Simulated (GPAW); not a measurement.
# Polarising N/Ru(0001) with a field along the normal

The dipole of the cell at several fields, atoms fixed. What does the strongest field give, and what length does the slope stand for?

**Method.** GPAW 26.7.0, plane waves (500 eV), PAW setups, PBE, 13×13 mesh, a dipole layer in the vacuum; geometry relaxed without an applied field with GPAW. The cell's area is 6.31 Å², and e/ε0 = 180.95 V Å.

The runs, one held back:

| field (V/Å) | dipole (e Å) |
| --- | --- |
| −0.2 | −0.1466 |
| −0.1 | −0.1102 |
| −0.05 | −0.0921 |
| 0.05 | −0.0557 |
| 0.1 | −0.0375 |
| 0.2 | −0.0011 |
| 0.3 | ? |

To predict: What is the dipole at 0.3 V/Å?

**Working.** A line through the 6 points has the slope α = 0.364 e Å per V/Å and the intercept p₀ = −0.0739 e Å (r.m.s. residual 2.8e−05). At 0.3 V/Å it gives p = −0.0739 + 0.364 × 0.3 = 0.0352 e Å; the run gives 0.0354 e Å, so the response stays linear to 0.1 % of the induced part. Dividing by ε0 and the area: α/(ε0 A) = 0.364 × 180.95 / 6.31 = 10.42 Å, against 7.76 Å between the outer nuclei.

Caveats: This is the electronic response alone; ions that move would add to it in polar layers. No run was spin-polarised, so magnetic states weren't tested.
